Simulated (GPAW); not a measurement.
# Near-edge structure at the Mg K edge of LiMg (P-6m2), part 2 of 2

What does one-electron theory with a core hole give for the Mg K edge of LiMg (P-6m2)?

GPAW 26.7.0; X-ray absorption from dipole matrix elements to empty bands, plane-wave PAW LDA.

So far. Step 2 (Ground state of the crystal): The mesh shows no gap, so the system is treated as a metal and the core electron is put at the Fermi level (neutral cell). Step 3 (Spectrum without a core hole, Mg atom 1): Main maxima below 24 eV (height): 0.8 eV (0.83), 2.3 eV (0.78), 3.5 eV (0.82), 6.6 eV (0.93), 10.9 eV (1.33) and 13.3 eV (1.33). A K edge sees empty p states on the absorber.

**5. Spectrum with XCH, Mg atom 1**

The holes are 5.9 Å apart. In GPAW the data set carries the hole's charge, so charge=0 means a charged cell and charge=-1 a neutral one. The excited electron is kept in the cell, where it fills the lowest empty states and screens the hole. After the field has converged, empty bands are computed with the density fixed and the dipole matrix elements are summed.

xas.py

```python
import numpy as np
from ase import Atoms
from ase.parallel import parprint, paropen
from gpaw import GPAW, PW, FermiDirac, Mixer, MixerDif, setup_paths
from gpaw.test import gen
setup_paths.insert(0, '.')
gen('Mg', name='fch1s', xcname='LDA', corehole=(1, 0, 1), write_xml=True)
from gpaw.mpi import world
world.barrier()

atoms = Atoms('Mg4Li4',
    cell=[[-3.10849752, 0, -5.02546768],
     [3.10849752, 0, -5.02546768],
     [3.10849752, -5.38407564, 0]],
    scaled_positions=[[0.41666667, 0.08333333, 0.83333333],
     [0.41666667, 0.08333333, 0.33333333],
     [0.91666667, 0.58333333, 0.83333333],
     [0.91666667, 0.58333333, 0.33333333],
     [0, 0, 0],
     [0, 0, 0.5],
     [0.5, 0.5, 0],
     [0.5, 0.5, 0.5]],
    pbc=True)
atoms.calc = calc = GPAW(legacy_gpaw=True, mode=PW(500, force_complex_dtype=True), xc='LDA', setups={0: 'fch1s'},
    kpts={'size': (4, 4, 4), 'gamma': True}, occupations=FermiDirac(0.1),
    charge=-1, mixer=Mixer(0.1, 5, 50), maxiter=150,
    convergence={'density': 0.0001, 'eigenstates': 1e-6}, txt='scf.txt')
energy = atoms.get_potential_energy() + calc.get_reference_energy()
ef = calc.get_fermi_level()
out = dict(energy=energy, fermi=ef, forces=atoms.get_forces().tolist())
parprint(f'all-electron energy {energy:.4f} eV, Fermi level {ef:.4f} eV')
ev = np.array([[calc.get_eigenvalues(k, s) for k in range(len(calc.get_ibz_k_points()))] for s in range(calc.get_number_of_spins())])
out['homo'], out['lumo'], out['counts'] = ev[ev < ef].max(), ev[ev > ef].min(), sorted(set((ev < ef).sum((0, 2)).tolist()))
out['filled'] = (ev[:, 0] < ef).sum(1).tolist()

from ase.units import Ha
from gpaw.xas import dipole_matrix_elements
nb = int(calc.get_number_of_electrons() / 2) + 103
top, nb = nb, nb + 8 + nb // 12
nscf = calc.fixed_density(kpts={'size': (5, 5, 5), 'gamma': True}, nbands=nb,
    convergence={'bands': top, 'eigenstates': 5e-3}, maxiter=60, txt='nscf.txt')
cell = atoms.cell.array
ops = [cell.T @ U.T @ np.linalg.inv(cell.T) for U in nscf.wfs.kd.symmetry.op_scc]
E = np.arange(-6, 34, 0.1)
fwhm = np.interp(E, [4, 25], [0.9, 3.5])
Y, X, zero, highest = 0, 0, 1e9, 1e9
for spin in range(nscf.get_number_of_spins()):
    wfs = nscf.wfs
    mine = wfs.bd.get_slice()  # this rank's bands
    A = dipole_matrix_elements(wfs.setups[0])
    eps = np.zeros((wfs.kd.nibzkpts, nb))
    d = np.zeros((3, A.shape[1], wfs.kd.nibzkpts, nb), complex)
    for kpt in wfs.kpt_u:
        if kpt.s == spin and 0 in kpt.P_ani:
            eps[kpt.k, mine] = kpt.eps_n * Ha
            d[:, :, kpt.k, mine] = (kpt.weight * wfs.nspins / 2) ** 0.5 * np.inner(A, kpt.P_ani[0])
    world.sum(eps)
    world.sum(d)
    T = np.einsum('amkn,bmkn->abkn', d, d.conj()).real
    T = sum(np.einsum('ai,ijkn,bj->abkn', R, T, R) for R in ops) / len(ops)
    empty = eps > ef
    zero, highest = min(zero, eps[empty].min()), min(highest, eps[:, top - 1].min())
    lines = [(eps, T, empty)] if spin == 0 else lines + [(eps, T, empty)]
for eps, T, empty in lines:
    f = np.einsum('aakn->akn', T).reshape(3, -1)
    x = eps.ravel() - zero
    w = np.interp(x, E, fwhm) / 2.35482
    g = np.exp(-0.5 * ((E[:, None] - x) / w) ** 2) / (w * (2 * np.pi) ** 0.5)
    Y = Y + (f * empty.ravel()) @ g.T
    X = X + (f * ~empty.ravel()) @ g.T
out.update(E=E.round(2).tolist(), xas=Y.tolist(), xes=X.tolist(), zero=zero, valid=highest - zero, nk=len(eps), nb=nb)
for i in range(0, len(E), 10):
    parprint(f'{E[i]:7.2f}', *(f'{v:10.3e}' for v in Y[:, i]))
import json
with paropen('out.json', 'w') as f:
    json.dump(out, f)
```

Launch:

```sh
$ OMP_NUM_THREADS=1 mpirun -n 4 gpaw python xas.py
```

Numbers of over 12 decimals in the logs are rounded to 6 here.

What it wrote:

```text
Input parameters:
  charge: -1
  convergence: {density: 0.0001,
                eigenstates: 1e-06}
  kpts: {gamma: True,
         size: (4, 4, 4)}
  maxiter: 150
  mixer: {backend: pulay,
          beta: 0.1,
          method: separate,
          nmaxold: 5,
          weight: 50}
  mode: {ecut: 500.0,
         force_complex_dtype: True,
         name: pw}
  occupations: {fixmagmom: False,
                name: fermi-dirac,
                width: 0.1}
  setups: {0: fch1s}

Initialize ...

[... PAW data sets ...]

Reference energy: -21191.561293  # eV

Spin-paired calculation

[... convergence settings ...]
Symmetries present (total): 2
  [... symmetry matrices ...]

64 k-points: 4 x 4 x 4 Monkhorst-Pack grid + [1/8,1/8,1/8]
24 k-points in the irreducible part of the Brillouin zone
       k-points in crystal coordinates                weights
   0:     0.00000000    0.00000000    0.00000000          1/64
   1:     0.00000000    0.00000000    0.25000000          2/64
   2:     0.00000000    0.00000000    0.50000000          1/64
   3:     0.00000000    0.25000000    0.25000000          4/64
   4:     0.00000000    0.25000000    0.50000000          4/64
   5:     0.00000000    0.50000000    0.25000000          2/64
   6:     0.00000000    0.50000000    0.50000000          2/64
   7:     0.25000000   -0.25000000   -0.25000000          2/64
   8:     0.25000000   -0.25000000    0.25000000          2/64
   9:     0.25000000   -0.25000000    0.50000000          4/64
          ...
  23:     0.50000000    0.50000000    0.50000000          1/64

Wave functions: Plane wave expansion
  Cutoff energy: 500.000 eV
  Number of coefficients (min, max): 4251, 4315
  Pulay-stress correction: 0.000000 eV/Ang^3 (de/decut=0.000000)
  Using FFTW library
  Wavefunction extrapolation:
    Improved wavefunction reuse through dual PAW basis

Occupation numbers: Fermi-Dirac:
  width: 0.1000  # eV

Eigensolver
   Davidson(niter=2)

Densities:
  Coarse grid: 35*35*35 grid
  Fine grid: 70*70*70 grid
  Total Charge: 0.000000

Density mixing:
  Method: separate
  Backend: pulay
  Linear mixing parameter: 0.1
  old densities: 5
  Width of damping distribution: 1.1
  Damping of long wavelength oscillations: 50

[... Hamiltonian set-up ...]
Number of atoms: 8
Number of atomic orbitals: 48
Number of bands in calculation: 31
Number of valence electrons: 45
Bands to converge: occupied

... initialized

Initializing position-dependent things.

Density initialized from atomic densities
Creating initial wave functions:
  31 bands from LCAO basis set

          Li
            Li

         Mg
           Mg
          Li
            Li

         Mg
           Mg

Atomic positions and initial magnetic moments

Positions:
   0 Mg     1.554249   -4.486730   -2.512734    ( 0.0000,  0.0000,  0.0000)
   1 Mg    -0.000000   -1.794692   -2.512734    ( 0.0000,  0.0000,  0.0000)
   2 Mg     1.554249   -4.486730   -7.538202    ( 0.0000,  0.0000,  0.0000)
   3 Mg    -0.000000   -1.794692   -7.538202    ( 0.0000,  0.0000,  0.0000)
   4 Li     0.000000    0.000000    0.000000    ( 0.0000,  0.0000,  0.0000)
   5 Li     1.554249   -2.692038    0.000000    ( 0.0000,  0.0000,  0.0000)
   6 Li     0.000000    0.000000   -5.025468    ( 0.0000,  0.0000,  0.0000)
   7 Li     1.554249   -2.692038   -5.025468    ( 0.0000,  0.0000,  0.0000)

Unit cell:
           periodic     x           y           z      points  spacing
  1. axis:    yes   -3.108498    0.000000   -5.025468    35     0.1356
  2. axis:    yes    3.108498    0.000000   -5.025468    35     0.1356
  3. axis:    yes    3.108498   -5.384076    0.000000    35     0.1538

  Lengths:   5.909152   5.909152   6.216995
  Angles:   74.750430 105.249570  63.477635

Effective grid spacing dv^(1/3) = 0.1577

iter:   1   -26.078624
iter:   2   -25.394886   -0.63  -1.11
iter:   3   -24.435289   -0.76  -1.21
iter:   4   -24.402261   -1.95  -1.55
iter:   5   -24.385738   -2.38  -1.68
iter:   6   -24.383192c  -2.66  -2.08
iter:   7   -24.373778c  -3.58  -2.29
iter:   8   -24.373082c  -4.18  -2.81
iter:   9   -24.372475c  -4.58  -2.96
iter:  10   -24.372452c  -5.31  -3.35
iter:  11   -24.372460c  -6.13c -3.63
iter:  12   -24.372448c  -6.48c -3.76
iter:  13   -24.372443c  -7.03c -4.07c

Converged after 13 iterations.

Dipole moment: (-7.216970, -4.126902, 0.921994) |e|*Ang

Energy contributions relative to reference atoms: (reference = -21191.561293)

Kinetic:         +4.633490
Potential:       -0.950195
External:        +0.000000
XC:             -27.642867
Entropy (-ST):   -0.169468
Local:           -0.328138
SIC:             +0.000000
--------------------------
Free energy:    -24.457177
Extrapolated:   -24.372443

Showing only first 2 kpts
 Kpt  Band  Eigenvalues  Occupancy
  0    20      0.87635    1.99998
  0    21      1.24254    1.99929
  0    22      1.70937    1.92718
  0    23      2.08440    0.76706

  1    20      1.13389    1.99976
  1    21      1.98084    1.27338
  1    22      2.11907    0.61101
[...]
Fermi level: 2.03695

No gap
No difference between direct/indirect transitions

Forces in eV/Ang:
  0 Mg    0.00000    0.01680    0.00000
  1 Mg   -0.02049   -0.00878    0.00000
  2 Mg    0.00000    0.02717    0.00000
  3 Mg    0.02049   -0.00878   -0.00000
  4 Li    0.00000    0.10247    0.00000
  5 Li   -0.00000   -0.11588   -0.16215
  6 Li    0.00000    0.10247    0.00000
  7 Li    0.00000   -0.11588    0.16215
Scalar-relativistic atomic LDA calculation for Mg (Magnesium, Z=12)
Core hole in 1s state (1s occupation: 1.0)
450 radial gridpoints.
|------------------------------------------------|
|------------------------------------------------|
[... the atom generator's iteration count ...]

Energy contributions:
-------------------------
Kinetic:     +150.936470
XC:           -12.517816
Potential:   -289.511143
-------------------------
Total:       -151.092490

state      eigenvalue         ekin         rmax
-----------------------------------------------
1s^1.0 :   -50.674449    69.724812        0.084
2s^2.0 :    -4.035788    10.031038        0.518
2p^6.0 :    -2.903993     9.772171        0.430
3s^2.0 :    -0.536168     1.258278        2.050
3p^0.0 :    -0.343172     0.932201        2.381
-----------------------------------------------
(units: Bohr and Hartree)

Generating PAW setup
Kinetic energy of the core from tauc = 69.854286
Cutoffs:
rc(s)=2.060
rc(p)=2.050
rc(d)=1.960
rc(vbar)=2.000
rc(comp)=1.950
rc(nct)=2.060

Kinetic energy of the core states: 69.724812
Charge: 1.0
Core electrons: 1.0
Valence electrons: 10.0
Pseudo-core charge: 0.000000
Shape function alpha=2.630
Pseudo-electron charge 2.585279
state    eigenvalue         norm
--------------------------------
2s(2) :    -4.035788     0.092931
3s(2) :    -0.536168     1.052414
2p(6) :    -2.903993     0.049098
3p(0) :    -0.343172     1.000690
*d    :     0.000000
--------------------------------

Diagonalizing with gridspacing h=0.050

state   all-electron     PAW
-------------------------------
2s:      -4.035788    -4.036322
2p:      -2.903993    -2.904657
*d:                   -0.118527
*f:                   -0.020612
-------------------------------
<dir> UserWarning: Initial realspace grid (32,32,35) inconsistent with symmetries.
  warnings.warn(
<dir> UserWarning: Initial realspace grid (32,32,35) inconsistent with symmetries.
  warnings.warn(
<dir> UserWarning: Using symmetrized grid: (35,35,35).

  warnings.warn('Using symmetrized grid: ({},{},{}).\n'.format(*N_c))
<dir> UserWarning: Using symmetrized grid: (35,35,35).

  warnings.warn('Using symmetrized grid: ({},{},{}).\n'.format(*N_c))
<dir> UserWarning: Initial realspace grid (32,32,35) inconsistent with symmetries.
  warnings.warn(
<dir> UserWarning: Using symmetrized grid: (35,35,35).

  warnings.warn('Using symmetrized grid: ({},{},{}).\n'.format(*N_c))
<dir> UserWarning: Initial realspace grid (32,32,35) inconsistent with symmetries.
  warnings.warn(
<dir> UserWarning: Using symmetrized grid: (35,35,35).

  warnings.warn('Using symmetrized grid: ({},{},{}).\n'.format(*N_c))
all-electron energy -21215.9337 eV, Fermi level 2.0369 eV
[...]
31.00  7.886e-06  7.681e-06  7.226e-06
  32.00  7.402e-06  7.176e-06  7.390e-06
  33.00  6.708e-06  6.594e-06  7.135e-06
```

Wall time 86 s (4 MPI ranks of Intel Xeon Platinum 8488C (Sapphire Rapids), shared host); peak memory 0.44 GiB.

The Mg K spectrum, Mg atom 1, excited-electron core hole (neutral cell) (energy from the lowest empty level; intensity scaled to a mean of 1 over the first 20 eV; polarised curves are means over the symmetry-equivalent atoms):

```
E (eV)  isotropic  ε ⊥ c  ε ∥ c
 -2.00       0.00   0.00   0.00
 -1.25       0.00   0.00   0.00
 -0.50       0.07   0.05   0.11
  0.25       0.55   0.47   0.70
  1.00       1.06   1.24   0.69
  1.75       1.00   1.07   0.87
  2.50       0.79   0.65   1.07
  3.25       0.84   0.84   0.82
  4.00       1.05   1.13   0.88
  4.75       0.90   0.88   0.95
  5.50       1.12   1.12   1.13
  6.25       1.18   1.25   1.04
  7.00       1.26   1.30   1.19
  7.75       1.38   1.40   1.35
  8.50       1.27   1.21   1.41
  9.25       1.26   1.04   1.69
 10.00       1.34   1.05   1.92
 10.75       1.25   1.12   1.50
 11.50       1.15   1.24   0.98
 12.25       1.12   1.25   0.86
 13.00       1.07   1.12   0.97
 13.75       1.08   1.10   1.03
 14.50       1.10   1.20   0.88
 15.25       1.00   1.17   0.66
 16.00       0.85   1.00   0.53
 16.75       0.73   0.85   0.49
 17.50       0.67   0.77   0.45
 18.25       0.62   0.71   0.42
 19.00       0.58   0.66   0.41
 19.75       0.57   0.64   0.45
 20.50       0.59   0.61   0.54
 21.25       0.62   0.58   0.69
 22.00       0.65   0.54   0.86
 22.75       0.67   0.51   0.98
 23.50       0.66   0.48   1.02
 24.25       0.64   0.46   0.98
 25.00       0.61   0.46   0.91
 25.75       0.60   0.48   0.82
 26.50       0.61   0.54   0.74
 27.25       0.64   0.62   0.69
 28.00       0.70   0.72   0.68
 28.75       0.77   0.80   0.70
 29.50       0.82   0.87   0.74
 30.25       0.86   0.89   0.78
 31.00       0.87   0.89   0.82
 31.75       0.85   0.85   0.84
```

Main maxima below 24 eV (height): 1.0 eV (1.06), 3.9 eV (1.05), 7.7 eV (1.38), 10.0 eV (1.34), 14.3 eV (1.10) and 23.0 eV (0.67). 

The total-energy difference is 1307.33 eV. One term is added: -12.89 eV, since the hole is spin-paired here and a spin-polarised one costs that much less in the free atom (computed apart). The photon energy is then 1294.43 eV. The tabulated edge of the element is 1303 eV. The functional leaves an error in such absolute values: in the free atom LDA prices this hole 6.5 eV below PBE (computed apart), and PBE is itself good to a few eV.

**6. Spectrum with XCH, Mg atom 1**

Another set-up is tried: charge keyword to -2.

Edit xas.py of step 5 so:

```diff
@@ -25,3 +25,3 @@
     kpts={'size': (4, 4, 4), 'gamma': True}, occupations=FermiDirac(0.1),
-    charge=-1, mixer=Mixer(0.1, 5, 50), maxiter=150,
+    charge=-2, mixer=Mixer(0.1, 5, 50), maxiter=150,
     convergence={'density': 0.0001, 'eigenstates': 1e-6}, txt='scf.txt')
@@ -39,3 +39,3 @@
 top, nb = nb, nb + 8 + nb // 12
-nscf = calc.fixed_density(kpts={'size': (5, 5, 5), 'gamma': True}, nbands=nb,
+nscf = calc.fixed_density(kpts={'size': (4, 4, 4), 'gamma': True}, nbands=nb,
     convergence={'bands': top, 'eigenstates': 5e-3}, maxiter=60, txt='nscf.txt')
```

What it wrote:

```text
Input parameters:
  charge: -2
  convergence: {density: 0.0001,
                eigenstates: 1e-06}
  kpts: {gamma: True,
         size: (4, 4, 4)}
  maxiter: 150
  mixer: {backend: pulay,
          beta: 0.1,
          method: separate,
          nmaxold: 5,
          weight: 50}
  mode: {ecut: 500.0,
         force_complex_dtype: True,
         name: pw}
  occupations: {fixmagmom: False,
[...]
warnings.warn('Using symmetrized grid: ({},{},{}).\n'.format(*N_c))
<dir> UserWarning: Initial realspace grid (32,32,35) inconsistent with symmetries.
  warnings.warn(
<dir> UserWarning: Using symmetrized grid: (35,35,35).

  warnings.warn('Using symmetrized grid: ({},{},{}).\n'.format(*N_c))
all-electron energy -21213.8909 eV, Fermi level 2.0757 eV
[...]
32.00  7.388e-06  7.151e-06  7.470e-06
  33.00  6.822e-06  6.700e-06  7.059e-06
[key lines of the parts left out:]
Converged after 13 iterations.
Dipole moment: (-7.245754, -4.109244, 0.924258) |e|*Ang
Free energy:    -22.404166
Fermi level: 2.07566
```

Elapsed: 60 s, on 4 MPI ranks; peak memory 0.39 GiB; 4 min of CPU time.

The run finished. A setting was moved off its sound value on purpose, so it serves as a test and not as the result.

The fault put into the input: the charge keyword adds two electrons for one core hole.

This run also has another mesh (4×4×4 against 5×5×5), so the 10 % r.m.s. difference can't be laid on the changed setting alone. The highest intensity below 16 eV goes from 7.7 eV (1.38) to 7.5 eV (1.50).

```
E (eV)  first run  this run
  -2.0       0.00      0.00
  -0.5       0.07      0.07
   1.0       1.06      0.77
   2.5       0.79      0.85
   4.0       1.05      0.82
   5.5       1.12      1.30
   7.0       1.26      1.35
   8.5       1.27      1.21
  10.0       1.34      1.41
  11.5       1.15      1.08
  13.0       1.07      1.16
  14.5       1.10      1.02
  16.0       0.85      0.89
  17.5       0.67      0.63
  19.0       0.58      0.58
  20.5       0.59      0.63
  22.0       0.65      0.66
  23.5       0.66      0.65
  25.0       0.61      0.62
  26.5       0.61      0.63
  28.0       0.70      0.72
  29.5       0.82      0.84
  31.0       0.87      0.88
```

**7. With and without the hole**

Both curves are counted from their own zero, so only the shift of weight within the empty states shows.

| E (eV) | no hole | XCH |
| --- | --- | --- |
| -2.0 | 0.00 | 0.00 |
| -1.0 | 0.01 | 0.00 |
| 0.0 | 0.37 | 0.34 |
| 1.0 | 0.75 | 1.06 |
| 2.0 | 0.71 | 0.98 |
| 3.0 | 0.70 | 0.77 |
| 4.0 | 0.67 | 1.05 |
| 5.0 | 0.79 | 0.95 |
| 6.0 | 0.83 | 1.18 |
| 7.0 | 0.90 | 1.26 |
| 8.0 | 1.00 | 1.36 |
| 9.0 | 1.07 | 1.24 |
| 10.0 | 1.24 | 1.34 |
| 11.0 | 1.32 | 1.21 |
| 12.0 | 1.26 | 1.13 |
| 13.0 | 1.33 | 1.07 |
| 14.0 | 1.31 | 1.09 |
| 15.0 | 1.31 | 1.05 |
| 16.0 | 1.24 | 0.85 |
| 17.0 | 1.11 | 0.71 |
| 18.0 | 0.96 | 0.63 |
| 19.0 | 0.83 | 0.58 |
| 20.0 | 0.75 | 0.58 |
| 21.0 | 0.73 | 0.60 |
| 22.0 | 0.72 | 0.65 |
| 23.0 | 0.71 | 0.67 |
| 24.0 | 0.72 | 0.65 |
| 25.0 | 0.70 | 0.61 |
| 26.0 | 0.66 | 0.60 |
| 27.0 | 0.62 | 0.63 |
| 28.0 | 0.62 | 0.70 |
| 29.0 | 0.70 | 0.79 |
| 30.0 | 0.81 | 0.85 |
| 31.0 | 0.88 | 0.87 |
| 32.0 | 0.90 | 0.83 |

With each curve scaled to its own mean, the area from −2 to 6 eV with the hole is 5.7 against 4.4, and the centre of weight from −1 to 20 eV moves by -1.3 eV: the hole pulls the absorber's empty states down.

**8. Summary of results**

```
absorber and edge                               : Mg K, atom 1 of the ground-state input (counted from 1)
surroundings                                    : 6 Li at 3.09 Å and 6 Mg at 3.11 Å (anticuboctahedral, as in hcp, site symmetry -6m2)
highest intensity below 16 eV                   : 7.7 eV above the zero, height 1.38
photon energy of the zero, with the added terms : 1294.4 eV (raw 1307.3 eV; LDA puts this hole about 6 eV below PBE, itself good to a few eV)
```

In words: The Mg K edge of atom 1, with 6 Li at 3.09 Å and 6 Mg at 3.11 Å (anticuboctahedral, as in hcp, site symmetry -6m2), has its highest intensity of the first 16 eV at 7.7 eV above the zero, near 1302 eV in photon energy (LDA puts this hole about 6 eV below PBE, itself good to a few eV), 1.4 times the mean level of the first 20 eV (Gaussian full width 0.9 eV up to 4 eV, rising linearly to 3.5 eV at 25 eV). With each curve scaled to its own mean, the area from −2 to 6 eV with the hole is 5.7 against 4.4, and the centre of weight from −1 to 20 eV moves by -1.3 eV: the hole pulls the absorber's empty states down. At the Mg K edge of atom 1 polarisation matters most near 9.9 eV, where the curves differ by 0.9 on this scale. The holes are only 5.9 Å apart, so the shape is probably not converged with cell size; no larger cell was run here. The mesh is coarse (0.26 Å⁻¹ between points), so small maxima may be mesh ripples. The structure is a computed Materials Project entry and may be a hypothetical form.

[Banner, clock and machine lines of the logs are left out without a mark of their own.]

[Logs are printed without paths, hosts, clocks, repeated set-up lines and the standing remarks that a program may print on its own settings, such as how far it seeks lower states.]

[Hosts, paths, dates, database ids (printed as entryN), source tags and the programs' standing remarks are cut or masked in the printed files.]

[Lists of maxima count a maximum above −3 eV only where it reaches 4 % of the highest in the window and stands out from its surroundings by 2 % of it (1.5 % where it reaches 55 %); shoulders and weaker maxima are passed over, and of the rest the first, up to two pre-edge ones and the few strongest are named.]
